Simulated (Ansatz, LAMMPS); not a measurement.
# Amorphous 57SiO2-30PbO-13Na2O (mol %) (62 atoms): support functions against a reference

Aim: test how closely localised support functions follow the reference on amorphous 57SiO2-30PbO-13Na2O (mol %) (62 atoms), and at what cost. A setting counts as converged where the r.m.s. difference of forces stays under 1 % of the r.m.s. force.

Calculated with Ansatz 0.2.0; Kohn-Sham DFT, PBE, PAW (set soft_2), plane waves.

Most raw output is cut from this account.

### 1. The structure

The cell holds 62 atoms: 13 Si, 7 Pb, 6 Na and 36 O. Cell: a = 10.102 Å, b = 10.102 Å, c = 10.102 Å, α = 90.0°, β = 90.0°, γ = 90.0°. 62 atoms (13 Si, 7 Sr, 6 Na, 36 O) placed at random at 2.79 g/cm³, melted at 5000 K for 10 ps at fixed volume with the Morse and Coulomb pair potential with partial charges (Pedone, Malavasi, Menziani, Cormack and Segre, J. Phys. Chem. B 110, 11780 (2006)). Quenched from 5000 K to 300 K at 10 K/ps and fixed volume, held 5 ps, then minimised at fixed cell. Then Sr was replaced by Pb and the cell scaled by 1.008 (the potential has no terms for the new elements, so the cell is a start for a DFT relaxation).

What the set-up can't give: The quench rate of 10 K/ps is orders of magnitude faster than experiment, which tends to freeze in extra defects. The starting topology of bonds comes from the classical model, and needn't be the one that DFT or experiment would give. The Brillouin zone is sampled at Γ only, in a cell whose shortest periodic width is 10 Å. Spin–orbit coupling is left out, which matters for the levels of the heavy elements.

### 2. The classical run that made the cell

A classical potential supplies the starting structure, since it reaches far longer times than DFT.

This step: classical MD, Morse and Coulomb pair potential with partial charges (Pedone, Malavasi, Menziani, Cormack and Segre, J. Phys. Chem. B 110, 11780 (2006)) (LAMMPS 22 Jul 2025 - Update 4).

File in.lmp:

```
# melt-quench of Si13Sr7Na6O36
units metal
atom_style charge
boundary p p p
region box block 0 10.0217 0 10.0217 0 10.0217
create_box 4 box
mass 1 28.0850   # Si
mass 2 87.6200   # Sr
mass 3 22.9898   # Na
mass 4 15.9990   # O
create_atoms 1 random 13 101555 NULL overlap 1.5 maxtry 2000
create_atoms 2 random 7 101562 NULL overlap 1.5 maxtry 2000
create_atoms 3 random 6 101569 NULL overlap 1.5 maxtry 2000
create_atoms 4 random 36 101576 NULL overlap 1.5 maxtry 2000
pair_style hybrid/overlay pedone 5.5 coul/long 8.0
pair_coeff * * coul/long
pair_coeff 1 4 pedone 0.340554 2.006700 2.100000 1   # Si-O
pair_coeff 2 4 pedone 0.019623 1.886000 3.328330 3   # Sr-O
pair_coeff 3 4 pedone 0.023363 1.763867 3.006315 5   # Na-O
pair_coeff 4 4 pedone 0.042395 1.379316 3.618701 22   # O-O
set type 1 charge 2.4
set type 2 charge 1.2
set type 3 charge 0.6
set type 4 charge -1.2
kspace_style pppm 1.0e-4
neigh_modify delay 0 every 1 check yes
thermo_style custom step time temp pe press density
thermo_modify norm yes
timestep 0.002
thermo 100
min_style cg
minimize 1e-4 1e-4 200 2000
reset_timestep 0
velocity all create 5000 101556 mom yes dist gaussian
# [... 14 lines left out ...]
thermo 1250
fix md all nvt temp 300 300 0.2
run 2500 post no
unfix md
thermo 100
min_style cg
minimize 0 1e-3 2000 20000
write_dump all custom glass.dump id type xs ys zs modify sort id
```

Started as:

```bash
lmp -in in.lmp -log none -nocite
```

Elapsed: 49 s, on 1 thread of Arm Neoverse V2, shared host; peak memory 0.072 GiB.

### 3. Plane-wave single point

The first run uses the default basis; a harder plane-wave run follows as the reference for the support functions.

File input.yaml:

```yaml
crystal:
  lattice:
    - [10.10187, 0.0, 0.0]
    - [0.0, 10.10187, 0.0]
    - [0.0, 0.0, 10.10187]
  atoms:
    - { symbol: Si, position: [0.66041, 0.35201, 0.57728] }
    - { symbol: Si, position: [0.30312, 0.58382, 0.32645] }
    - { symbol: Si, position: [0.11458, 0.93183, 0.13823] }
    - { symbol: Si, position: [0.93605, 0.42306, 0.97884] }
    - { symbol: Si, position: [0.29047, 0.72861, 0.76438] }
    - { symbol: Si, position: [0.7453, 0.04677, 0.6352] }
    - { symbol: Si, position: [0.37377, 0.43037, 0.69768] }
    - { symbol: Si, position: [0.49432, 0.35496, 0.98579] }
[... 50 atom lines left out ...]
    - { symbol: O, position: [0.50684, 0.39738, 0.61107] }
    - { symbol: O, position: [0.30396, 0.18854, 0.42476] }
    - { symbol: O, position: [0.45934, 0.58351, 0.33801] }
    - { symbol: O, position: [0.32554, 0.585, 0.69173] }
kpoints:
  mp_grid: { grid: [1, 1, 1] }
hamiltonian:
  xc: pbe
scf:
  occupations: { method: fermi_dirac, width: 0.05 }
output:
  forces: true
  stress: true
  populations: true
  dos:
    method: { smearing: { sigma: 0.08 } }
    de: 0.1
    projected: { site_lists: { Na: [Na], O: [O], Pb: [Pb], Si: [Si] } }
  eigenvalues: true
  write_density: true
  write_potential: true
  volumetric_format: npy
```

Started as:

```bash
ansatz run input.yaml --threads 4 --pin off --max-ram 8192MiB --backend cpu --events-out ev --progress --plain --runs-dir out
```

Wall time 9.7 s (4 threads of Arm Neoverse V2, shared host); peak memory 1.2 GiB.

Numbers from this run:

```
free energy                                      : -121002.2093 eV
free energy per atom                             : -1951.6485 eV/atom
SCF cycles                                       : 10
pressure                                         : -1.366 GPa
r.m.s. force component                           : 0.7792 eV/Å
longest force                                    : 2.646 eV/Å
Fermi energy                                     : 5.09 eV
gap (highest filled to lowest empty level) : 1.935 eV
spilling of the projection                       : 0.008754
```

The r.m.s. force component of 0.78 eV/Å sets the scale for the differences below.

### 4. Plane waves at 750 eV (750 eV)

The grid of the support functions holds more waves than the default cutoff, so they are judged against a harder plane-wave run.

input.yaml, the sections that differ from step 3:

```yaml
output:
  forces: true
  eigenvalues: true
basis:
  ecutwfc: "750 eV"
# crystal, kpoints, hamiltonian, scf: as in step 3
```

Run time: 13 s. Hardware: 4 threads; peak memory 2.3 GiB.

Forces differ from the reference by 0.45 meV/Å r.m.s., 0.058 % of their size, well within a tolerance of 1 %; the energy by -4.0 meV/atom.

### 5. Support functions medium

The cell is solved in localised support functions. Besides, the program derives a nominal cutoff of 464 eV for this run, against the reference's 750.

This step: Kohn-Sham DFT, PBE, PAW (set soft_2), localised support functions (medium) (Ansatz 0.2.0).

input.yaml, the sections that differ from step 4:

```yaml
scf:
  occupations: { method: fermi_dirac, width: 0.05 }
  eigensolver: { kind: { support_functions: { accuracy: medium } } }
  max_iter: 150
output:
  forces: true
# crystal, kpoints, hamiltonian: as in step 4
# basis: removed
```

The job ended after 89 s (4 threads; peak memory 3.3 GiB).

The program notes that the band table was not solved further than the SCF left it and it switched symmetry off.

Keys that differ from the reference: basis.ecutwfc removed, support_functions.accuracy = "medium" and scf.max_iter = 150.

Forces differ from the reference by 0.31 meV/Å r.m.s., 0.040 % of their size, well within a tolerance of 1 %; the energy by -0.76 meV/atom. It took 6.7 times the reference's time (shared host, so rough).

### 6. Support functions low

The cell is solved in localised support functions. Besides, the program derives a nominal cutoff of 420 eV for this run, against the reference's 750.

This step: Kohn-Sham DFT, PBE, PAW (set soft_2), localised support functions (low) (Ansatz 0.2.0).

input.yaml, the sections that differ from step 5:

```yaml
scf:
  occupations: { method: fermi_dirac, width: 0.05 }
  eigensolver: { kind: { support_functions: { accuracy: low } } }
  max_iter: 150
# crystal, kpoints, hamiltonian, output: as in step 5
```

Elapsed: 81 s, on 4 threads; peak memory 3.3 GiB; 5.3 min of CPU time.

Keys that differ from the reference: basis.ecutwfc removed, support_functions.accuracy = "low" and scf.max_iter = 150.

Forces differ from the reference by 0.37 meV/Å r.m.s., 0.047 % of their size, well within a tolerance of 1 %; the energy by -0.76 meV/atom. It took 6.1 times the reference's time (shared host, so rough).

### 7. Support functions medium, spacing 0.33 Å

The grid spacing sets how fine a wave the support functions can hold. Besides, the program derives a nominal cutoff of 464 eV for this run, against the reference's 750.

This step: Kohn-Sham DFT, PBE, PAW (set soft_2), localised support functions (medium) (Ansatz 0.2.0).

input.yaml, the sections that differ from step 6:

```yaml
scf:
  occupations: { method: fermi_dirac, width: 0.05 }
  eigensolver: { kind: { support_functions: { accuracy: medium, spacing: 0.33 } } }
  max_iter: 150
# crystal, kpoints, hamiltonian, output: as in step 6
```

It took 41 s on 4 threads; peak memory 1.7 GiB; 2.6 min of CPU time.

The program notes that the forces don't sum to zero within tolerance and the grid leaves an egg-box force.

Forces differ from the reference by 32 meV/Å r.m.s., 4.1 % of their size, over a tolerance of 1 %; the energy by -8.2 meV/atom. It took 3.1 times the reference's time (shared host, so rough). The setting is coarser than the default on purpose.

### 8. Support functions medium, spacing 0.275 Å

input.yaml, the sections that differ from step 7:

```yaml
scf:
  occupations: { method: fermi_dirac, width: 0.05 }
  eigensolver: { kind: { support_functions: { accuracy: medium, spacing: 0.275 } } }
  max_iter: 150
# crystal, kpoints, hamiltonian, output: as in step 7
```

Wall time 59 s (4 threads); peak memory 2.3 GiB; 3.8 min of CPU time.

Forces differ from the reference by 2.3 meV/Å r.m.s., 0.30 % of their size, well within a tolerance of 1 %; the energy by -1.5 meV/atom. It took 4.4 times the reference's time (shared host, so rough). The setting is coarser than the default on purpose.

### 9. Support functions medium, spacing 0.238 Å

input.yaml, the sections that differ from step 8:

```yaml
scf:
  occupations: { method: fermi_dirac, width: 0.05 }
  eigensolver: { kind: { support_functions: { accuracy: medium, spacing: 0.238 } } }
  max_iter: 150
# crystal, kpoints, hamiltonian, output: as in step 8
```

Wall time 60 s (4 threads); peak memory 2.3 GiB.

Forces differ from the reference by 0.91 meV/Å r.m.s., 0.12 % of their size, well within a tolerance of 1 %; the energy by -1.5 meV/atom. It took 4.4 times the reference's time (shared host, so rough). The setting is coarser than the default on purpose.

### 10. Support functions medium, spacing 0.211 Å

input.yaml, the sections that differ from step 9:

```yaml
scf:
  occupations: { method: fermi_dirac, width: 0.05 }
  eigensolver: { kind: { support_functions: { accuracy: medium, spacing: 0.211 } } }
  max_iter: 150
# crystal, kpoints, hamiltonian, output: as in step 9
```

It took 57 s on 4 threads; peak memory 2.3 GiB.

Keys that differ from the reference: basis.ecutwfc removed, support_functions.accuracy = "medium", support_functions.spacing = 0.211 and scf.max_iter = 150.

Forces differ from the reference by 0.58 meV/Å r.m.s., 0.074 % of their size, well within a tolerance of 1 %; the energy by -2.4 meV/atom. It took 4.3 times the reference's time (shared host, so rough).

### 11. Cost against change

Each row is set against the plane-wave reference (Kohn-Sham DFT, PBE, PAW (set soft_2), plane waves; r.m.s. force component 0.779 eV/Å). Energies are set beside the reference only for runs with its functional, potentials and electron count. Times are for 4 threads of Arm Neoverse V2, shared host. The reference's time includes the DOS, the stress and grids, which some other runs skip.

| run | Δ force, r.m.s. (meV/Å) | share of r.m.s. force (%) | Δ energy (meV/atom) | Δ gap (eV) | cycles | time | host memory (GiB) |
| --- | --- | --- | --- | --- | --- | --- | --- |
| reference | - | - | - | - | 10 | 9.7 s | 1.2 |
| plane waves at 750 eV (750 eV) | 0.449 | 0.0576 | -4.02 | 4.0e-4 | 10 | 13 s | 2.3 |

### 12. Cost against change

Differences are against the run with plane waves at 750 eV (Kohn-Sham DFT, PBE, PAW (set soft_2), plane waves), whose r.m.s. force component is 0.779 eV/Å. Energies are set beside the reference only for runs with its functional, potentials and electron count. Times are for 4 threads of Arm Neoverse V2, shared host.

| run | Δ force, r.m.s. (meV/Å) | share of r.m.s. force (%) | Δ energy (meV/atom) | Δ gap (eV) | cycles | time | host memory (GiB) |
| --- | --- | --- | --- | --- | --- | --- | --- |
| reference | - | - | - | - | 10 | 13 s | 2.3 |
| support functions medium | 0.313 | 0.0402 | -0.759 | -3.0e-4 | 15 | 89 s | 3.3 |
| support functions low | 0.366 | 0.0469 | -0.758 | 6.0e-4 | 13 | 81 s | 3.3 |
| support functions medium, spacing 0.33 Å | 31.9 | 4.09 | -8.18 | -0.0023 | 15 | 41 s | 1.7 |
| support functions medium, spacing 0.275 Å | 2.3 | 0.295 | -1.47 | -1.0e-4 | 15 | 59 s | 2.3 |
| support functions medium, spacing 0.238 Å | 0.906 | 0.116 | -1.55 | -2.0e-4 | 15 | 60 s | 2.3 |
| support functions medium, spacing 0.211 Å | 0.577 | 0.074 | -2.36 | -3.0e-4 | 15 | 57 s | 2.3 |

### 13. The first run in detail

The first run, on the default basis, asked for the full analyses, so its electronic structure is set out here.

Length of the force by element:

| element | coordination | atoms | mean length of the force (eV/Å) | spread | least | most |
| --- | --- | --- | --- | --- | --- | --- |
| Na | all | 6 | 0.344 | 0.155 | 0.168 | 0.559 |
| O | all | 36 | 1.40 | 0.749 | 0.272 | 2.65 |
| Pb | all | 7 | 0.780 | 0.216 | 0.427 | 1.04 |
| Si | all | 13 | 1.08 | 0.348 | 0.197 | 1.56 |

Löwdin charges by element (they lack the spilled electrons, 0.059 e an atom on average):

| element | coordination | atoms | mean charge (e) | spread | least | most |
| --- | --- | --- | --- | --- | --- | --- |
| Na | all | 6 | 0.801 | 0.0112 | 0.788 | 0.813 |
| O | all | 36 | -0.841 | 0.0377 | -0.944 | -0.791 |
| Pb | all | 7 | 1.05 | 0.0305 | 1.01 | 1.09 |
| Si | all | 13 | 1.68 | 0.0452 | 1.61 | 1.75 |

Density of states as counts of states in windows of 1 eV (from the Fermi level), total and the larger projections:

| from (eV) | to (eV) | total | O p | Pb p | Si p | O s | Pb d |
| --- | --- | --- | --- | --- | --- | --- | --- |
| -18 | -17 | 49.0 | 0.2 | 0.2 | 1.3 | 7.8 | 39.3 |
| -17 | -16 | 21.2 | 0.1 | 0.0 | 0.3 | 1.9 | 18.8 |
| -16 | -11 | 0.0 | 0.0 | 0.0 | 0.0 | 0.0 | 0.0 |
| -11 | -10 | 6.0 | 3.9 | 0.0 | 0.3 | 0.3 | 0.0 |
| -10 | -9 | 9.9 | 5.4 | 0.1 | 0.7 | 0.4 | 0.0 |
| -9 | -8 | 15.5 | 7.0 | 0.2 | 1.2 | 0.4 | 0.0 |
| -8 | -7 | 14.7 | 9.4 | 0.1 | 2.2 | 0.2 | 0.0 |
| -7 | -6 | 5.6 | 4.1 | 0.3 | 0.5 | 0.3 | 0.0 |
| -6 | -5 | 30.5 | 23.4 | 1.2 | 3.0 | 1.5 | 0.0 |
| -5 | -4 | 39.6 | 33.5 | 1.6 | 2.0 | 1.0 | 0.0 |
| -4 | -3 | 44.7 | 39.8 | 1.6 | 1.2 | 0.5 | 0.0 |
| -3 | -2 | 41.6 | 38.1 | 0.9 | 0.7 | 0.3 | 0.0 |
| -2 | -1 | 20.2 | 18.5 | 0.4 | 0.2 | 0.1 | 0.0 |
| -1 | 0 | 1.6 | 1.6 | 0.0 | 0.0 | 0.0 | 0.0 |
| 0 | 1 | 1.2 | 0.2 | 0.9 | 0.0 | 0.1 | 0.0 |
| 1 | 2 | 10.8 | 1.4 | 8.1 | 0.2 | 0.6 | 0.0 |
| 2 | 3 | 14.0 | 1.8 | 9.9 | 0.2 | 0.7 | 0.0 |
| 3 | 4 | 12.7 | 1.4 | 8.4 | 0.3 | 0.7 | 0.0 |
| 4 | 5 | 5.9 | 0.6 | 2.9 | 0.4 | 0.3 | 0.0 |

The curve was stored every 0.100 eV, coarse against its broadening of 0.08 eV, so these counts are rough.

Between -26 and -18 eV lie 108 more states.

The levels nearest the highest filled one (over half full), pooled over k-points and spins:

| level less the highest filled one (eV) | occupation |
| --- | --- |
| -0.782 | 2 |
| -0.735 | 2 |
| -0.689 | 2 |
| -0.514 | 2 |
| -0.303 | 2 |
| 0 | 2 |
| 1.94 | 0 |
| 2.31 | 0 |
| 2.45 | 0 |
| 2.56 | 0 |
| 2.66 | 0 |
| 2.79 | 0 |

Valence density in the ab plane at fractional z = 0.326, with atoms of Si and Pb and Na and O within 0.2 Å of it. It is the smooth field of the valence electrons, not physical close to the nuclei.

Ten steps, logarithmic in the rise over the least value, from '0' (0 e/Å³) to '9' (14 e/Å³), each cell a mean:
```
5665212344321245432222210002
4554212455321367753112210002
2332111333211357653223210001
1110001122101234432345431000
0000011110000011111357742100
0000122211000000001367752100
0000134321000000001246531000
0000134432122221000122210000
0000123322346642101121100000
0000012211467863112332100000
0000012212357753123443200000
0000023332234431113443100000
0000135542111110012222100000
0000135542101110011211000000
0000123431014651012221000000
0000011210038984112221111100
0000001100038983001111123321
1000000111113531000011356653
2000001122100000000001468874
1000001122100000000001468874
1000000111100000000001356653
1100000011000000000011123321
1221100111100000001122111111
3553211233210112211233210001
```
Columns run along a (10.1 Å), rows up along b (10.1 Å). Atoms in or near the plane, at fractional coordinates: Si at (0.30, 0.58), Si at (0.71, 0.92), Pb at (0.88, 0.20), Na at (0.47, 0.33), O at (0.46, 0.58).

(Part 1 of 2 ends here.)

[Logs are printed without paths, hosts, clocks, repeated set-up lines and the standing remarks that a program may print on its own settings, such as how far it seeks lower states.]

[Hosts, paths, dates, database ids (printed as entryN), source tags and the programs' standing remarks are cut or masked in the printed files.]
